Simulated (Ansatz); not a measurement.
# A hypothetical structure for SnH, part 2 of 2

Starting from a made-up structure for SnH, the aim is the relaxed cell, its shortest contacts and, where a second run follows, its electronic structure.

Ansatz 0.2.0; DFT, PBE, plane-wave PAW, files of the set soft_1, scalar-relativistic, no spin, cell and ions relaxed at zero pressure; PAW set soft_1 (the session's first sound run).

So far: The structure; Relaxation of the guess. The relaxed cell has a = 3.405, c = 5.979 Å (conventional setting).

## Step 3: Bands of the relaxed cell

With the geometry fixed, one more self-consistent run, with a narrower smearing and the mesh shown in its input, gives the bands, and its pressure, and its forces where symmetry allows any, show how far the geometry depends on these settings.

This step: DFT, PBE, plane-wave PAW, files of the set soft_1, scalar-relativistic, no spin, bands and density of states at the relaxed cell; PAW set soft_1 (Ansatz 0.2.0).

Input file input.yaml:

```yaml
crystal:
  lattice:
    - [3.4052189612, 0.0, 0.0]
    - [0.0, 3.4052189612, 0.0]
    - [0.0, 0.0, 5.9786224977]
  atoms:
    - { symbol: Sn, position: [0.5, 0.0, 0.5] }
    - { symbol: Sn, position: [0.0, 0.5, 0.0] }
    - { symbol: H, position: [0.0, 0.0, 0.25] }
    - { symbol: H, position: [0.0, 0.0, 0.75] }
kpoints:
  mp_grid: { grid: [10, 10, 6] }
  band_path:
    path:
      - [[0.0, 0.0, 0.0], [0.0, 0.5, 0.0], [0.5, 0.5, 0.0], [0.0, 0.0, 0.0], [0.0, 0.0, 0.5], [0.0, 0.5, 0.5], [0.5, 0.5, 0.5], [0.0, 0.0, 0.5]]
      - [[0.0, 0.5, 0.0], [0.0, 0.5, 0.5]]
      - [[0.5, 0.5, 0.0], [0.5, 0.5, 0.5]]
    npoints: 8
scf:
  occupations: { method: fermi_dirac, width: 0.03 }
  n_extra_bands: 8
hamiltonian:
  xc: pbe
  pseudopotentials: { kind: paw, azcp: { folder: soft_1 } }
output:
  forces: true
  stress: true
  write_bands: true
  dos: { projected: true }
  write_density: true
  write_potential: true
  elf: true
  volumetric_format: npy
```

The run is started by

```console
$ ansatz run input.yaml --threads 4 --pin off --max-ram 8192MiB --backend cpu --events-out ev --progress --plain --runs-dir out
```

Numbers of over 12 decimals in the logs are rounded to 6 here.

The log of the run:

```text
[...]
Crystal: 4 atoms, lattice volume = 69.325 Å³
Basis set: ecut = 420 eV, 1359 PW (Γ), exchange–correlation on 48×48×80 points (8 copies of the dense FFT grid, shifted against one another)
Bands: 23, of which v1, the nominal top of the filled ones, is band 15 counted from 1 (14 counted from 0)
Symmetry: 16 space group operations
[...]
k-points: 84 of 600
[...]
SCF iter   1: F=—  HF=-12078.942413 eV  |F-HF|=—  |Δ(HF+E_count)|=         —  Δρ=3.76e-2  dr2=1.18e0  ethr=3.10e-3  ⟨swp⟩=6.8  Hψ=10342  notcnv=0
[...]
SCF iter   8: F=-12078.540025 eV  HF=-12078.540025 eV  |F-HF|=4.37e-10  |Δ(HF+E_count)|=   8.77e-8  Δρ=2.40e-6  dr2=5.06e-9  ethr=3.33e-10  ⟨swp⟩=14.0  Hψ=14230  notcnv=0
SCF 1 converged in 8 iterations: F = -12078.540025 eV  dr2 = 5.06e-9
[...]
NSCF: frozen V_eff on 75 k-points
SCF converged after 8 iterations
Free energy (F): -12078.540025 eV
[...]
Internal energy: -12078.534959 eV  (E = F + TS)
E sigma→0 (E₀):  -12078.537492 eV
Entropy (-TS):   -0.005066 eV (-1.266 meV/atom)
Fermi energy:    8.670760 eV
[...]
--- Stress (GPa, compression-positive) ---
       -0.381115       0.000000       0.000000
        0.000000      -0.381115       0.000000
        0.000000       0.000000       0.456183
  P = ⅓ Tr σ = -0.1020 GPa (-1.020 kbar)
--- Band table (eV; the first three rows and the last of 84) ---
  k-point 0: bands = [... 11 lower, 1.3273, 1.9210, 9.5490, 11.1710, 11.1710, 12.7737, 12.9959, 14.1297, ... 4 higher]
  k-point 1: bands = [... 11 lower, 0.3278, 3.1233, 9.2218, 11.2938, 11.2938, 12.4729, 12.6223, 13.7534, ... 4 higher]
  k-point 2: bands = [... 11 lower, -0.7014, 4.7446, 8.1095, 11.6541, 11.6541, 11.9824, 12.2952, 12.9990, ... 4 higher]
  k-point 83: bands = [... 11 lower, 3.2540, 3.7062, 3.7062, 7.0792, 7.0792, 8.7359, 8.7359, 12.0942, ... 4 higher]
```

The job ended after 1.5 s (4 threads of Intel Xeon 6975P-C (Granite Rapids), shared host; peak memory 0.47 GiB).

The column dr2 measures how far the density is from self-consistency, as an energy; F and HF (Harris–Foulkes) agree once it is small.

This step gave:

```
free energy             : -12078.5400 eV
energy at zero smearing : -12078.5375 eV
smearing term TS        : 0.005066 eV
Fermi energy            : 8.671 eV
pressure                : -0.1020 GPa
```

From bands.tsv, the bands that come nearest the Fermi level along the path, at its corners, in eV from the Fermi level:

```
point  band 12  band 13  band 14  band 15  band 16  band 17  band 18  band 19
    Γ    -7.34    -6.75     0.88     2.50     2.50     4.10     4.33     5.46
    X    -7.26    -4.90    -3.56    -2.46    -0.88     4.01     4.92     5.57
    M    -5.03    -5.03    -3.12    -2.62    -0.61     0.15     1.00     1.00
    Γ    -7.34    -6.75     0.88     2.50     2.50     4.10     4.33     5.46
    Z   -10.18    -2.20    -2.20     3.34     3.34     3.46     3.46     3.68
    R    -7.01    -6.90    -4.05     0.35     0.98     2.13     5.02     5.65
    A    -5.42    -4.96    -4.96    -1.59    -1.59     0.07     0.07     3.42
    Z   -10.18    -2.20    -2.20     3.34     3.34     3.46     3.46     3.68
    X    -7.26    -4.90    -3.56    -2.46    -0.88     4.01     4.92     5.57
    R    -7.01    -6.90    -4.05     0.35     0.98     2.13     5.02     5.65
    M    -5.03    -5.03    -3.12    -2.62    -0.61     0.15     1.00     1.00
    A    -5.42    -4.96    -4.96    -1.59    -1.59     0.07     0.07     3.42
```

States per cell as run, both spins, in windows of 1 eV, from dos.tsv (zero at the Fermi level):

```csv
from,to,total
-8,-7,0.95
-7,-6,0.82
-6,-5,0.97
-5,-4,0.88
-4,-3,1.17
-3,-2,0.95
-2,-1,1.17
-1,0,0.98
0,1,1.48
1,2,1.90
2,3,1.68
3,4,1.47
4,5,1.84
5,6,1.91
```

Below -8 eV lie 22.1 more states.

Electrostatic potential energy in the ac plane at fractional y = 0.000, with atoms of Sn and H within 0.2 Å of it. With pseudopotentials it is smooth inside the atoms' cores, unlike the true potential.

Ten even steps from '0' (-23 eV) to '9' (12 eV), each cell a mean:
```
99999999999999
99999999999999
99999999999999
99999999999999
78999999999998
25899999999984
02799999999961
02799988899861
25888877788874
78887644567888
98875200036888
99862011003789
98740268511588
98730599930478
98730699950478
98730599930478
98740268511588
99862011003789
98875200036888
78887644567888
25888877788874
02799988899861
02799999999961
25899999999984
78999999999998
99999999999999
99999999999999
99999999999999
99999999999999
99999999999999
```
Columns run along a (3.4 Å; values clipped at the 3rd and 97th percentile), rows up along c (6.0 Å). Atoms in or near the plane, at fractional coordinates: Sn at (0.50, 0.50), H at (0.00, 0.25), H at (0.00, 0.75).

ELF in the ac plane at fractional y = 0.000, with atoms of Sn and H within 0.2 Å of it. It is the smooth field of the valence electrons, not physical close to the nuclei.

Values, 24 rows by 14 columns, each cell a mean:
```
0.21 0.19 0.17 0.13 0.10 0.07 0.06 0.05 0.06 0.08 0.10 0.14 0.17 0.20
0.33 0.30 0.24 0.17 0.11 0.07 0.06 0.05 0.06 0.08 0.12 0.18 0.25 0.31
0.61 0.55 0.43 0.26 0.14 0.08 0.06 0.05 0.06 0.09 0.16 0.30 0.46 0.57
0.89 0.85 0.71 0.45 0.20 0.10 0.07 0.06 0.07 0.11 0.25 0.52 0.74 0.86
0.99 0.98 0.91 0.63 0.30 0.15 0.11 0.11 0.12 0.17 0.36 0.72 0.93 0.98
1.00 0.99 0.93 0.65 0.33 0.22 0.20 0.20 0.20 0.22 0.39 0.73 0.95 0.99
0.99 0.97 0.85 0.55 0.32 0.27 0.28 0.28 0.27 0.27 0.36 0.63 0.89 0.98
0.95 0.87 0.66 0.41 0.30 0.30 0.31 0.31 0.31 0.30 0.32 0.46 0.71 0.90
0.66 0.56 0.41 0.31 0.30 0.30 0.26 0.25 0.27 0.30 0.30 0.33 0.44 0.59
0.36 0.34 0.31 0.30 0.29 0.20 0.11 0.08 0.12 0.22 0.30 0.30 0.31 0.35
0.22 0.25 0.29 0.31 0.24 0.09 0.02 0.01 0.03 0.11 0.27 0.31 0.28 0.25
0.19 0.23 0.28 0.31 0.20 0.05 0.00 0.00 0.01 0.07 0.24 0.31 0.28 0.22
0.21 0.25 0.28 0.31 0.23 0.08 0.01 0.00 0.02 0.10 0.26 0.31 0.28 0.24
0.33 0.32 0.30 0.30 0.28 0.18 0.08 0.06 0.10 0.20 0.30 0.30 0.30 0.32
0.60 0.52 0.39 0.31 0.30 0.28 0.24 0.22 0.25 0.29 0.30 0.32 0.41 0.54
0.89 0.80 0.58 0.37 0.30 0.30 0.31 0.31 0.31 0.30 0.31 0.41 0.63 0.83
0.99 0.97 0.83 0.52 0.32 0.28 0.28 0.29 0.28 0.28 0.35 0.60 0.87 0.98
1.00 0.99 0.92 0.64 0.33 0.23 0.22 0.22 0.22 0.24 0.39 0.72 0.94 0.99
0.99 0.98 0.91 0.64 0.30 0.16 0.13 0.12 0.13 0.18 0.37 0.73 0.93 0.99
0.95 0.91 0.79 0.51 0.23 0.11 0.08 0.07 0.08 0.13 0.29 0.59 0.82 0.92
0.66 0.61 0.47 0.29 0.15 0.08 0.06 0.05 0.06 0.09 0.17 0.33 0.50 0.62
0.36 0.33 0.26 0.18 0.11 0.07 0.05 0.05 0.06 0.08 0.13 0.20 0.27 0.34
0.22 0.20 0.18 0.13 0.10 0.07 0.06 0.05 0.06 0.08 0.11 0.15 0.18 0.21
0.18 0.17 0.15 0.12 0.09 0.07 0.06 0.06 0.06 0.08 0.10 0.13 0.16 0.18
```
Columns run along a (3.4 Å), rows up along c (6.0 Å). Atoms in or near the plane, at fractional coordinates: Sn at (0.50, 0.50), H at (0.00, 0.25), H at (0.00, 0.75).

Valence density in the ac plane at fractional y = 0.000, with atoms of Sn and H within 0.2 Å of it. It is the smooth field of the valence electrons, not physical close to the nuclei.

Ten steps, logarithmic in the rise over the least value, from '_' (0 e/Å³) to '@' (12 e/Å³), each cell a mean:
```
....______________________..
......__________________....
......__________________....
::::....______________....::
--::::..______________..::::
==--::..____________....::--
++==--....__________..::--==
++==--::..............::--==
==--::::....::::......::----
--::::::::::::--::::::::::::
::::::::----==++==--::::::::
....::::==++####**++--::::..
....::--++##%%%%%%##==::::..
....::--**%%@@@@@@##++--::..
....::--**%%@@@@@@%%++--::..
....::--**%%@@@@@@##++--::..
....::--++##%%%%%%##==::::..
....::::==++####**++--::::..
::::::::----==++==--::::::::
--::::::::::::--::::::::::::
==--::::....::::......::----
++==--::..............::--==
++==--....__________..::--==
==--::..____________....::--
--::::..______________..::::
::::....______________....::
......__________________....
......__________________....
....______________________..
....______________________..
```
Columns run along a (3.4 Å), rows up along c (6.0 Å). Atoms in or near the plane, at fractional coordinates: Sn at (0.50, 0.50), H at (0.00, 0.25), H at (0.00, 0.75).

## Step 4: Summary of results

```
space group, relaxed : P4_2/mmc
conventional cell    : a = 3.405, b = 3.405, c = 5.979 Å; α = 90.0°, β = 90.0°, γ = 90.0°
volume per atom      : 17.33 Å³ (guess 14.57)
```

In words: SnH relaxes to P4_2/mmc with a = 3.405, b = 3.405 and c = 5.979 Å. The guessed volume was 16 % too small. The space group P4_2/mmc was held in the relaxation, so the end point is a stationary structure within it and may be a saddle against distortions or other arrangements. Bands cross the Fermi level, so it is a metal or semimetal at this level. On the 10×10×6 mesh with the narrower smearing (relaxed on 8×8×5) the forces vanish, as symmetry may demand, and the largest stress component is 0.456 GPa, against the relaxation's thresholds of 0.015 eV/Å and 0.05 GPa. The cutoff wasn't tested. A vector of the cell changed its length by 15 %, more than the volume shows. No dispersion term is used, so weakly bound directions may come out too long. Nothing here tests whether the compound is stable against decomposition.

[Logs are printed without paths, hosts, clocks, repeated set-up lines and the standing remarks that a program may print on its own settings, such as how far it seeks lower states.]

[Hosts, paths, dates, database ids (printed as entryN), source tags and the programs' standing remarks are cut or masked in the printed files.]
